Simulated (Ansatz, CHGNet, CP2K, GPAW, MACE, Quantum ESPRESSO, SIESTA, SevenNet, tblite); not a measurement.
# Which run comes nearest? Ta(100)/ZrC(100) interface (56 atoms)

The cell holds 56 atoms: 24 Ta, 16 Zr and 16 C. Cell: a = 13.619 Å, b = 6.606 Å, c = 11.983 Å, α = 90.0°, β = 90.0°, γ = 104.0°. Bcc Ta(100), 3 repeat layers, 8 surface cells, strained -0.00 and +0.00 %; rock-salt ZrC(100), 2 layers, 8 cells, -0.57 and -0.57 %; outer planes 3.13 Å apart and 3.19 Å at the second interface of the periodic stack; not relaxed, displaced by a Gaussian of 0.02 Å. Then every atom was moved at random, 0.02 Å r.m.s. a Cartesian component. Regions: Ta, 24 atoms (24 Ta); ZrC, 32 atoms (16 Zr and 16 C).

Geometry: as built.

The reference, a calculation:

* method: Kohn-Sham DFT, PBE, PAW, plane waves (Ansatz 0.2.0); cutoff 420 eV, Γ point, fermi-dirac smearing of 0.05 eV; PAW set soft_2
* r.m.s. force component: 0.4773 eV/Å
* longest force: 1.566 eV/Å
* pressure: -11.57 GPa
* SCF cycles: 9
* time: 15 s on 4 threads of Arm Neoverse V1, shared host
* CPU time: 56 s

Q: Estimate the differences from the reference, the CPU time and the memory of each run.
- MACE MP-0b3 medium potential (MACE MP-0b3 medium; 1 thread)
- SIESTA PBE, TZP, shift 0.01 Ry, mesh 300 Ry (SIESTA 5.4.2; 2 MPI ranks)
- GPAW PBE, plane waves 450 eV (GPAW 26.7.0; 2 MPI ranks)
- SIESTA RPBE, PBE potentials, DZP, shift 0.01 Ry, mesh 300 Ry (SIESTA 5.4.2; 2 MPI ranks)
- QE PBE, sssp-1.3.0-efficiency, 45/360 Ry, cg (Quantum ESPRESSO 7.5; 4 MPI ranks)
- CP2K PBE, DZVP-UZH, 300/50 Ry, diagonalisation (CP2K 2026.2; 4 MPI ranks)
- QE PBE, sg15-1.2, 60/240 Ry (Quantum ESPRESSO 7.5; 4 MPI ranks)
- tblite GFN1-xTB (tblite 0.8.0; 1 thread)
- QE PBE, sssp-1.3.0-efficiency, 45/360 Ry (Quantum ESPRESSO 7.5; 4 MPI ranks)
- CP2K PBE, DZVP-UZH, 600/50 Ry, diagonalisation (CP2K 2026.2; 4 MPI ranks)

Differences are against the plane-wave reference, forces as r.m.s. over components; share is that over the reference's r.m.s. force, slope the least-squares factor from reference forces to these. Total energies of different programs have different zeros and aren't compared.

```
                                                         run  Δ force, r.m.s. (meV/Å)  share (%)   slope  Δ pressure (GPa)  cores  CPU time  memory (GiB)
                                                   reference                        -          -       -                 -      4      56 s           1.4
                                MACE MP-0b3 medium potential                      404       84.7   0.355              2.52      1     8.5 s           0.8
                 SIESTA PBE, TZP, shift 0.01 Ry, mesh 300 Ry                     58.4       12.2   1.011             -1.85      2   9.4 min           1.6
                                GPAW PBE, plane waves 450 eV                     19.6       4.12   0.996            -0.984      2   9.5 min           1.3
SIESTA RPBE, PBE potentials, DZP, shift 0.01 Ry, mesh 300 Ry                     89.9       18.8   0.939             0.956      2   6.5 min           1.3
                QE PBE, sssp-1.3.0-efficiency, 45/360 Ry, cg                      3.9      0.817   1.005            -0.488      4    63 min           3.4
     CP2K PBE, DZVP-UZH, 300/50 Ry, diagonalisation (coarse)                     43.7       9.16   1.013             0.534      4    21 min           4.2
                        QE PBE, sg15-1.2, 60/240 Ry (coarse)                     20.2       4.24   0.984            -0.125      4    19 min           2.1
                                             tblite GFN1-xTB                      983        206  -0.340              5.88      1     5.3 s          0.11
                    QE PBE, sssp-1.3.0-efficiency, 45/360 Ry                     3.86      0.809   1.005            -0.487      4    13 min           3.5
              CP2K PBE, DZVP-UZH, 600/50 Ry, diagonalisation                     43.6       9.13   1.012             0.535      4    22 min           6.1
```

Rows marked coarse were listed beforehand as settings not expected to be converged; some can still land near the reference.

Times of the machine-learned potentials are mostly Python's start and the loading of weights.

CPU time is summed over cores on a shared host, where runs went side by side, so it is rough. Symmetry, cutoffs, thresholds, outputs and thread counts weren't matched or tuned between programs; memory under MPI is the largest rank's times the ranks.

PBE on plane waves or a grid with other potentials, cutoffs or grids, coarse settings apart, differs from the reference by 0.81 % (QE PBE, sssp-1.3.0-efficiency, 45/360 Ry) to 4.1 % (GPAW PBE, plane waves 450 eV) of the r.m.s. force; this holds the reference's own error, so differences of a few per cent don't tell which side is nearer the exact PBE result (QE's 45 Ry are 612 eV, against the reference's 420 eV). The PBE runs in local orbitals, coarse settings apart, differ by 9.1 % (CP2K PBE, DZVP-UZH, 600/50 Ry, diagonalisation) to 12 % (SIESTA PBE, TZP, shift 0.01 Ry, mesh 300 Ry); basis, grid and potentials can all enter. Tight binding differs by 206 % (tblite GFN1-xTB); it is another model, with fitted parameters of its own, and the xTB methods hold dispersion. Machine-learned potentials differ by 85 % (MACE MP-0b3 medium potential); they were trained on other programs' data. The reference samples few k-points for this cell, and its sampling error, which other DFT runs on the same mesh share, can be part of so large a difference. Among those trained on PBE data the slope goes as low as 0.35, with a correlation of 0.54, so directions differ as well as sizes. Periodic xTB results under one method name differ between programs and library versions. Machine-learned potentials mimic data converged in k, so the reference's own k-point error enters their differences. The electronic-structure runs sample only Γ, in a cell whose shortest periodic width is 6 Å, which is coarse for a cell with partly filled levels.

[Logs are printed without paths, hosts, clocks, repeated set-up lines and the standing remarks that a program may print on its own settings, such as how far it seeks lower states.]

[Hosts, paths, dates, database ids (printed as entryN), source tags and the programs' standing remarks are cut or masked in the printed files.]
